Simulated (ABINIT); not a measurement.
# Quasiparticle gap of SiC (Moissanite) in ABINIT, part 2 of 3

Wanted: ground state, empty states, screening and self-energy for SiC (Moissanite).

ABINIT 10.8.3; PBE and many-body steps on it, plane waves. Known limits of the many-body steps: not at the basis limit; coarse k mesh.

So far. Step 2 (Ground state): The gap is indirect, with the least direct gap 1.75 eV higher.

### 3. Bands along the symmetry lines

Level of this step: DFT, PBE, plane waves, norm-conserving pseudopotentials (ABINIT).

Levels along a band path, at the cheap level, show where the edges lie and whether the meshes to come will hold them.

The input, run.abi:

```
acell 3*1.0 Angstrom
rprim 
  3.075999999976 0.000000000005 0.000000000000
  -1.537999999993 2.663894142018 0.000000000000
  0.000000000000 0.000000000000 5.048000000000
ntypat 2
znucl 14 6
natom 4
typat 1 1 2 2
xred 
  0.333333333333 0.666666666667 0.000000000000
  0.666666666667 0.333333333333 0.500000000000
  0.333333333333 0.666666666667 0.385000000000
  0.666666666667 0.333333333333 0.885000000000
pp_dirpath "pseudos"
pseudos "Si.upf, C.upf"
ecut 37
iscf -2
irdden 1
kptopt 0
nkpt 75
kpt 
  0.00000000 0.00000000 0.00000000
  0.06250000 0.00000000 0.00000000
  0.12500000 0.00000000 0.00000000
  0.18750000 0.00000000 0.00000000
  0.25000000 0.00000000 0.00000000
  0.31250000 0.00000000 0.00000000
  0.37500000 0.00000000 0.00000000
  0.43750000 0.00000000 0.00000000
  0.50000000 0.00000000 0.00000000
  0.47916667 0.04166667 0.00000000
  0.45833333 0.08333333 0.00000000
  0.43750000 0.12500000 0.00000000
  0.41666666 0.16666666 0.00000000
  0.39583333 0.20833333 0.00000000
  0.37500000 0.25000000 0.00000000
  0.35416666 0.29166666 0.00000000
  0.33333333 0.33333333 0.00000000
  0.29166666 0.29166666 0.00000000
  0.25000000 0.25000000 0.00000000
  0.20833333 0.20833333 0.00000000
  0.16666666 0.16666666 0.00000000
  0.12500000 0.12500000 0.00000000
  0.08333333 0.08333333 0.00000000
  0.04166667 0.04166667 0.00000000
  0.00000000 0.00000000 0.00000000
  0.00000000 0.00000000 0.06250000
  0.00000000 0.00000000 0.12500000
  0.00000000 0.00000000 0.18750000
  0.00000000 0.00000000 0.25000000
  0.00000000 0.00000000 0.31250000
  0.00000000 0.00000000 0.37500000
  0.00000000 0.00000000 0.43750000
  0.00000000 0.00000000 0.50000000
  0.06250000 0.00000000 0.50000000
  0.12500000 0.00000000 0.50000000
  0.18750000 0.00000000 0.50000000
  0.25000000 0.00000000 0.50000000
  0.31250000 0.00000000 0.50000000
  0.37500000 0.00000000 0.50000000
  0.43750000 0.00000000 0.50000000
  0.50000000 0.00000000 0.50000000
  0.47916667 0.04166667 0.50000000
  0.45833333 0.08333333 0.50000000
  0.43750000 0.12500000 0.50000000
  0.41666666 0.16666666 0.50000000
  0.39583333 0.20833333 0.50000000
  0.37500000 0.25000000 0.50000000
  0.35416666 0.29166666 0.50000000
  0.33333333 0.33333333 0.50000000
  0.29166666 0.29166666 0.50000000
  0.25000000 0.25000000 0.50000000
  0.20833333 0.20833333 0.50000000
  0.16666666 0.16666666 0.50000000
  0.12500000 0.12500000 0.50000000
  0.08333333 0.08333333 0.50000000
  0.04166667 0.04166667 0.50000000
  0.00000000 0.00000000 0.50000000
  0.50000000 0.00000000 0.50000000
  0.50000000 0.00000000 0.43750000
  0.50000000 0.00000000 0.37500000
  0.50000000 0.00000000 0.31250000
  0.50000000 0.00000000 0.25000000
  0.50000000 0.00000000 0.18750000
  0.50000000 0.00000000 0.12500000
  0.50000000 0.00000000 0.06250000
  0.50000000 -0.00000000 0.00000000
  0.33333333 0.33333333 0.50000000
  0.33333333 0.33333333 0.43750000
  0.33333333 0.33333333 0.37500000
  0.33333333 0.33333333 0.31250000
  0.33333333 0.33333333 0.25000000
  0.33333333 0.33333333 0.18750000
  0.33333333 0.33333333 0.12500000
  0.33333333 0.33333333 0.06250000
  0.33333333 0.33333333 0.00000000
istwfk *1
nband 15
nbdbuf 2
tolwfr 1e-08
nstep 40
prtwf 0
prtvol 0
indata_prefix "in"
outdata_prefix "out"
tmpdata_prefix "tmp"
```

The run is started by

```sh
OMP_NUM_THREADS=1 mpirun -n 4 abinit run.abi > log
```

Numbers of over 12 decimals in the logs are rounded to 6 here.

What it wrote:

```text
.Version 10.8.3 of ABINIT. v10.8.2 released Aug 2026.

 Symmetries : space group P6_3 m c (#186); Bravais hP (primitive hexag.)
[... echo of the input left out ...]
== DATASET  1 ==================================================================
-   mpi_nproc: 4, omp_nthreads: 1 (-1 if OMP is not activated)

--- !DatasetInfo
iteration_state: {dtset: 1, }
dimensions: {natom: 4, nkpt: 75, mband: 15, nsppol: 1, nspinor: 1, nspden: 1, mpw: 3033, }
cutoff_energies: {ecut:  37.0, pawecutdg:  -1.0, }
electrons: {nelect:   1.60000000E+01, charge:   0.00000000E+00, occopt:   1.00000000E+00, tsmear:   1.00000000E-02, }

 Real(R)+Recip(G) space primitive vectors, cartesian coordinates (Bohr,Bohr^-1):
 R(1)=  5.8127976  0.0000000  0.0000000  G(1)=  0.1720342  0.0993240  0.0000000
 R(2)= -2.9063988  5.0340304  0.0000000  G(2)=  0.0000000  0.1986480  0.0000000
 R(3)=  0.0000000  0.0000000  9.5393375  G(3)=  0.0000000  0.0000000  0.1048291
 Unit cell volume ucvol=  2.7913818E+02 bohr^3
 Angles (23,13,12)=  9.00000000E+01  9.00000000E+01  1.20000000E+02 degrees

 getcut: wavevector=  0.0000  0.0000  0.0000  ngfft=  32  32  54
         ecut(hartree)=     37.000   => boxcut(ratio)=   2.01048

--- Pseudopotential description ------------------------------------------------
- Si Generated using ONCVPSP code by D. R. Hamann
- 14.00000   4.00000  171031                  znucl, zion, pspdat
12 -101130 2 -1 1510                          pspcod,pspxc,lmax,lloc,mmax
     nproj     2     2     2
  pspatm : epsatm=    9.34321561
         --- l  ekb(1:nproj) -->
             0    5.168965    0.829883
             1    2.571282    0.578307
             2   -2.427311   -0.488097
 pspatm: atomic psp has been read  and splines computed

- C Generated using ONCVPSP code by D. R. Hamann
-  6.00000   4.00000  171031                  znucl, zion, pspdat
12 -101130 1 -1 1248                          pspcod,pspxc,lmax,lloc,mmax
     nproj     2     2     0
  pspatm : epsatm=    4.31346680
         --- l  ekb(1:nproj) -->
[...]
pspatm: atomic psp has been read  and splines computed

--------------------------------------------------------------------------------

================================================================================
 prteigrs : about to open file out_EIG
 Non-SCF case, kpt    1 (  0.00000  0.00000  0.00000), residuals and eigenvalues=
  2.38E-09  2.87E-09  8.22E-09  1.38E-09  9.38E-09  2.51E-09  8.99E-09  3.53E-09
  5.47E-09  5.49E-09  7.64E-09  8.89E-09  8.82E-09  9.04E-09  7.26E-08
 -3.1576E-01 -1.8705E-01 -5.7430E-02  2.0511E-01  2.0511E-01  2.5223E-01
  2.5223E-01  2.6234E-01  4.3211E-01  4.8352E-01  5.0154E-01  5.0154E-01
[...]
Non-SCF case, kpt    2 (  0.06250  0.00000  0.00000), residuals and eigenvalues=
  2.69E-09  3.36E-09  5.36E-09  6.57E-09  5.77E-09  9.70E-09  7.08E-09  2.12E-09
[...]
Non-SCF case, kpt   74 (  0.33333  0.33333  0.06250), residuals and eigenvalues=
[...]
Non-SCF case, kpt   75 (  0.33333  0.33333  0.00000), residuals and eigenvalues=
[...]
-1.5000E-01 -1.5000E-01  7.3173E-03  2.3247E-02  2.3247E-02  1.1093E-01
  1.1381E-01  1.1381E-01  3.4794E-01  5.5576E-01  5.8007E-01  5.8007E-01
[...]
--- !ResultsGS
iteration_state: {dtset: 1, }
comment   : Summary of ground state results
lattice_vectors:
- [  5.8127976,   0.0000000,   0.0000000, ]
- [ -2.9063988,   5.0340304,   0.0000000, ]
- [  0.0000000,   0.0000000,   9.5393375, ]
lattice_lengths: [   5.81280,    5.81280,    9.53934, ]
lattice_angles: [ 90.000,  90.000, 120.000, ] # degrees, (23, 13, 12)
lattice_volume:   2.7913818E+02
convergence: {deltae:  0.000E+00, res2:  0.000E+00, residm:  9.995E-09, diffor:  0.000E+00, }
etotal    :  -2.05374939E+01
entropy   :   0.00000000E+00
fermie    :   2.62342056E-01
cartesian_stress_tensor: null
pressure_GPa: null
xred      :
- [  3.3333E-01,   6.6667E-01,   0.0000E+00, Si]
- [  6.6667E-01,   3.3333E-01,   5.0000E-01, Si]
- [  3.3333E-01,   6.6667E-01,   3.8500E-01,  C]
- [  6.6667E-01,   3.3333E-01,   8.8500E-01,  C]
cartesian_forces: null
force_length_stats: {min: null, max: null, mean: null, }

 Integrated electronic density in atomic spheres:
 ------------------------------------------------
 Atom  Sphere_radius  Integrated_density
[...]
================================================================================

 ----iterations are completed or convergence reached----

 Mean square residual over all n,k,spin=   52.724E-10; max=  99.955E-10
 reduced coordinates (array xred) for    4 atoms
[...]
0.333333333333      0.666666666667      0.385000000000
       0.666666666667      0.333333333333      0.885000000000

 cartesian coordinates (angstrom) at end:
    1     -3.33e-12     1.775929     0.000000
    2      1.538000     0.887965     2.524000
    3     -3.33e-12     1.775929     1.943480
    4      1.538000     0.887965     4.467480
 length scales=  1.889726125908  1.889726125908  1.889726125908 bohr
              =  1.000000000000  1.000000000000  1.000000000000 angstroms
 prteigrs : about to open file out_EIG
 Eigenvalues (hartree) for nkpt=  75  k points:
 kpt#   1, nband= 15, wtk=  1.00000, kpt=  0.0000  0.0000  0.0000 (reduced coord)
[...]
kpt#   2, nband= 15, wtk=  1.00000, kpt=  0.0625  0.0000  0.0000 (reduced coord)
[...]
kpt#   3, nband= 15, wtk=  1.00000, kpt=  0.1250  0.0000  0.0000 (reduced coord)
[...]
kpt#  74, nband= 15, wtk=  1.00000, kpt=  0.3333  0.3333  0.0625 (reduced coord)
  -0.14965   -0.14965    0.00797    0.02019    0.02019    0.10915    0.11778    0.11778
   0.35100    0.55529    0.56756    0.56756    0.61408    0.61408    0.68829
 kpt#  75, nband= 15, wtk=  1.00000, kpt=  0.3333  0.3333  0.0000 (reduced coord)
  -0.15000   -0.15000    0.00732    0.02325    0.02325    0.11093    0.11381    0.11381
   0.34794    0.55576    0.58007    0.58007    0.60707    0.60707    0.68412

== END DATASET(S) ==============================================================
================================================================================

 -outvars: echo values of variables after computation  --------
            nband          15
             nkpt          75
          spgroup         186
 [... the other variables as echoed above ...]

 Calculation completed.
```

It took 12 s on 4 MPI ranks of Arm Neoverse V1, shared host; peak memory 0.29 GiB.

This step gave:

- gap: 2.329 eV
- k of the valence top: 0, 0, 0
- k of the conduction bottom: 0.3333, 0.3333, 0
- least direct gap: 4.083 eV

The gap is 2.329 eV, as in the run before at this level.

Electronic bands along the path, in eV, zero at the top of the highest filled band; v1 is the highest filled band, c1 the lowest empty one:

| point | v4 | v3 | v2 | v1 | c1 | c2 | c3 | c4 |
| --- | --- | --- | --- | --- | --- | --- | --- | --- |
| Γ | -1.56 | -0.28 | -0.28 | 0.00 | 4.62 | 6.02 | 6.51 | 6.51 |
| halfway | -3.22 | -2.75 | -0.93 | -0.90 | 3.89 | 5.73 | 6.97 | 7.71 |
| M | -5.44 | -3.55 | -3.26 | -1.49 | 2.60 | 4.20 | 6.75 | 7.21 |
| halfway | -5.48 | -4.79 | -3.34 | -2.83 | 3.26 | 4.96 | 7.50 | 8.29 |
| K | -6.51 | -4.12 | -4.04 | -4.04 | 2.33 | 7.98 | 8.65 | 8.65 |
| halfway | -4.36 | -3.07 | -1.73 | -1.17 | 5.10 | 5.66 | 6.81 | 6.96 |
| Γ | -1.56 | -0.28 | -0.28 | 0.00 | 4.62 | 6.02 | 6.51 | 6.51 |
| halfway | -1.39 | -1.39 | -0.49 | -0.49 | 4.90 | 6.63 | 6.63 | 6.85 |
| A | -0.97 | -0.97 | -0.97 | -0.97 | 5.71 | 5.71 | 7.17 | 7.17 |
| halfway | -3.07 | -3.07 | -1.96 | -1.96 | 4.36 | 4.36 | 7.13 | 7.13 |
| L | -2.69 | -2.69 | -2.34 | -2.34 | 3.17 | 3.17 | 5.00 | 5.00 |
| halfway | -4.46 | -4.46 | -1.95 | -1.95 | 4.12 | 4.12 | 6.12 | 6.12 |
| H | -5.86 | -5.86 | -1.75 | -1.75 | 4.82 | 4.82 | 5.97 | 5.97 |
| halfway | -3.19 | -3.19 | -2.64 | -2.64 | 5.03 | 5.03 | 7.34 | 7.34 |
| A | -0.97 | -0.97 | -0.97 | -0.97 | 5.71 | 5.71 | 7.17 | 7.17 |
| jump to L | -2.69 | -2.69 | -2.34 | -2.34 | 3.17 | 3.17 | 5.00 | 5.00 |
| halfway | -4.17 | -3.32 | -2.34 | -1.90 | 2.93 | 3.18 | 6.41 | 6.84 |
| M | -5.44 | -3.55 | -3.26 | -1.49 | 2.60 | 4.20 | 6.75 | 7.21 |
| jump to H | -5.86 | -5.86 | -1.75 | -1.75 | 4.82 | 4.82 | 5.97 | 5.97 |
| halfway | -6.66 | -4.76 | -2.85 | -2.85 | 3.52 | 6.34 | 6.34 | 7.68 |
| K | -6.51 | -4.12 | -4.04 | -4.04 | 2.33 | 7.98 | 8.65 | 8.65 |

### 4. Empty states on the mesh, 3×3×4 mesh, 81 bands

The sums over transitions need many empty states on a uniform mesh; this step solves for them.

The input, run.abi:

```
acell 3*1.0 Angstrom
rprim 
  3.075999999976 0.000000000005 0.000000000000
  -1.537999999993 2.663894142018 0.000000000000
  0.000000000000 0.000000000000 5.048000000000
ntypat 2
znucl 14 6
natom 4
typat 1 1 2 2
xred 
  0.333333333333 0.666666666667 0.000000000000
  0.666666666667 0.333333333333 0.500000000000
  0.333333333333 0.666666666667 0.385000000000
  0.666666666667 0.333333333333 0.885000000000
pp_dirpath "pseudos"
pseudos "Si.upf, C.upf"
ecut 37
ngkpt 3 3 4
nshiftk 1
shiftk 0 0 0
kptopt 1
chksymbreak 0
iscf -2
irdden 1
istwfk *1
nband 81
nbdbuf 6
tolwfr 1e-09
nstep 60
prtvol 0
indata_prefix "in"
outdata_prefix "out"
tmpdata_prefix "tmp"
```

What it wrote:

```text
.Version 10.8.3 of ABINIT. v10.8.2 released Aug 2026.

 Symmetries : space group P6_3 m c (#186); Bravais hP (primitive hexag.)
[... echo of the input left out ...]
== DATASET  1 ==================================================================
-   mpi_nproc: 4, omp_nthreads: 1 (-1 if OMP is not activated)

--- !DatasetInfo
iteration_state: {dtset: 1, }
dimensions: {natom: 4, nkpt: 9, mband: 81, nsppol: 1, nspinor: 1, nspden: 1, mpw: 3018, }
cutoff_energies: {ecut:  37.0, pawecutdg:  -1.0, }
electrons: {nelect:   1.60000000E+01, charge:   0.00000000E+00, occopt:   1.00000000E+00, tsmear:   1.00000000E-02, }

 Real(R)+Recip(G) space primitive vectors, cartesian coordinates (Bohr,Bohr^-1):
 R(1)=  5.8127976  0.0000000  0.0000000  G(1)=  0.1720342  0.0993240  0.0000000
 R(2)= -2.9063988  5.0340304  0.0000000  G(2)=  0.0000000  0.1986480  0.0000000
 R(3)=  0.0000000  0.0000000  9.5393375  G(3)=  0.0000000  0.0000000  0.1048291
 Unit cell volume ucvol=  2.7913818E+02 bohr^3
 Angles (23,13,12)=  9.00000000E+01  9.00000000E+01  1.20000000E+02 degrees

 getcut: wavevector=  0.0000  0.0000  0.0000  ngfft=  32  32  54
         ecut(hartree)=     37.000   => boxcut(ratio)=   2.01048

--- Pseudopotential description ------------------------------------------------
- Si Generated using ONCVPSP code by D. R. Hamann
- 14.00000   4.00000  171031                  znucl, zion, pspdat
12 -101130 2 -1 1510                          pspcod,pspxc,lmax,lloc,mmax
     nproj     2     2     2
  pspatm : epsatm=    9.34321561
         --- l  ekb(1:nproj) -->
             0    5.168965    0.829883
             1    2.571282    0.578307
             2   -2.427311   -0.488097
 pspatm: atomic psp has been read  and splines computed

- C Generated using ONCVPSP code by D. R. Hamann
-  6.00000   4.00000  171031                  znucl, zion, pspdat
12 -101130 1 -1 1248                          pspcod,pspxc,lmax,lloc,mmax
     nproj     2     2     0
  pspatm : epsatm=    4.31346680
         --- l  ekb(1:nproj) -->
[...]
pspatm: atomic psp has been read  and splines computed

--------------------------------------------------------------------------------

================================================================================
 prteigrs : about to open file out_EIG
 Non-SCF case, kpt    1 (  0.00000  0.00000  0.00000), residuals and eigenvalues=
  1.46E-10  4.79E-11  4.88E-11  1.09E-10  3.44E-10  8.22E-11  2.04E-10  2.51E-10
  7.93E-11  5.44E-11  5.73E-11  1.54E-10  1.17E-10  5.79E-11  2.24E-10  7.42E-11
  8.75E-11  1.24E-10  5.38E-11  7.14E-11  1.95E-10  1.20E-10  1.04E-10  1.08E-10
[...]
4.75E-05
 -3.1576E-01 -1.8705E-01 -5.7430E-02  2.0511E-01  2.0511E-01  2.5223E-01
  2.5223E-01  2.6234E-01  4.3211E-01  4.8352E-01  5.0154E-01  5.0154E-01
  5.3980E-01  5.8219E-01  5.8219E-01  6.7895E-01  6.8111E-01  6.8111E-01
[...]
2.5012E+00  2.5012E+00  2.5758E+00  2.5758E+00  2.5843E+00  2.6256E+00
  2.6669E+00  2.6669E+00  2.7100E+00  2.7100E+00  2.7795E+00  2.8098E+00
[...]
prteigrs : prtvol=0 or 1, do not print more k-points.

--- !ResultsGS
iteration_state: {dtset: 1, }
comment   : Summary of ground state results
lattice_vectors:
- [  5.8127976,   0.0000000,   0.0000000, ]
- [ -2.9063988,   5.0340304,   0.0000000, ]
- [  0.0000000,   0.0000000,   9.5393375, ]
lattice_lengths: [   5.81280,    5.81280,    9.53934, ]
lattice_angles: [ 90.000,  90.000, 120.000, ] # degrees, (23, 13, 12)
lattice_volume:   2.7913818E+02
convergence: {deltae:  0.000E+00, res2:  0.000E+00, residm:  9.949E-10, diffor:  0.000E+00, }
etotal    :  -2.05374939E+01
entropy   :   0.00000000E+00
fermie    :   2.62342056E-01
cartesian_stress_tensor: null
pressure_GPa: null
xred      :
- [  3.3333E-01,   6.6667E-01,   0.0000E+00, Si]
- [  6.6667E-01,   3.3333E-01,   5.0000E-01, Si]
- [  3.3333E-01,   6.6667E-01,   3.8500E-01,  C]
- [  6.6667E-01,   3.3333E-01,   8.8500E-01,  C]
cartesian_forces: null
force_length_stats: {min: null, max: null, mean: null, }

 Integrated electronic density in atomic spheres:
 ------------------------------------------------
 Atom  Sphere_radius  Integrated_density
[...]
================================================================================

 ----iterations are completed or convergence reached----

 Mean square residual over all n,k,spin=   35.274E-11; max=  99.488E-11
 reduced coordinates (array xred) for    4 atoms
[...]
0.333333333333      0.666666666667      0.385000000000
       0.666666666667      0.333333333333      0.885000000000

 cartesian coordinates (angstrom) at end:
    1     -3.33e-12     1.775929     0.000000
    2      1.538000     0.887965     2.524000
    3     -3.33e-12     1.775929     1.943480
    4      1.538000     0.887965     4.467480
 length scales=  1.889726125908  1.889726125908  1.889726125908 bohr
              =  1.000000000000  1.000000000000  1.000000000000 angstroms
 prteigrs : about to open file out_EIG
 Eigenvalues (hartree) for nkpt=   9  k points:
 kpt#   1, nband= 81, wtk=  0.02778, kpt=  0.0000  0.0000  0.0000 (reduced coord)
[...]
2.47508    2.49814    2.50122    2.50122    2.57580    2.57580    2.58428    2.62559
   2.66685    2.66685    2.71004    2.71004    2.77954    2.80982    2.80982    2.85896
   2.88480
 prteigrs : prtvol=0 or 1, do not print more k-points.

== END DATASET(S) ==============================================================
================================================================================

 -outvars: echo values of variables after computation  --------
            nband          81
             nkpt           9
          spgroup         186
 [... the other variables as echoed above ...]

 Calculation completed.
```

Run time: 16 s. Hardware: 4 MPI ranks; peak memory 0.28 GiB; 62 s of CPU time.

Numbers from this step:

| Quantity | Value |
| --- | --- |
| gap | 2.329 eV |
| k of the valence top | 0, 0, 0 |
| k of the conduction bottom | 0.3333, 0.3333, 0 |
| least direct gap | 4.403 eV |
| k points computed | 9 |
| lowest point of the top converged band, above the valence top | 66.6053 eV |

On this mesh the gap is 2.329 eV.

[end of part 2 of 3]

[Paths, hosts, dates, memory and timing lines, banners, echoed tables and standing remarks are left out of the program output.]

[Logs are printed without paths, hosts, clocks, repeated set-up lines and the standing remarks that a program may print on its own settings, such as how far it seeks lower states.]

[Runs of the session that timed out or met a known fault of the program may be left out.]

[Hosts, paths, dates, database ids (printed as entryN), source tags and the programs' standing remarks are cut or masked in the printed files.]

[G0W0 gaps are taken among the corrected bands and points alone; a level outside them can change the order at an edge.]

[Where Ansatz stands beside ABINIT at settings called matched, ABINIT's density can come from a denser mesh and the files from another edition; pairs whose starting gaps differed by over 0.03 eV were left out, so agreement reads better than it is.]
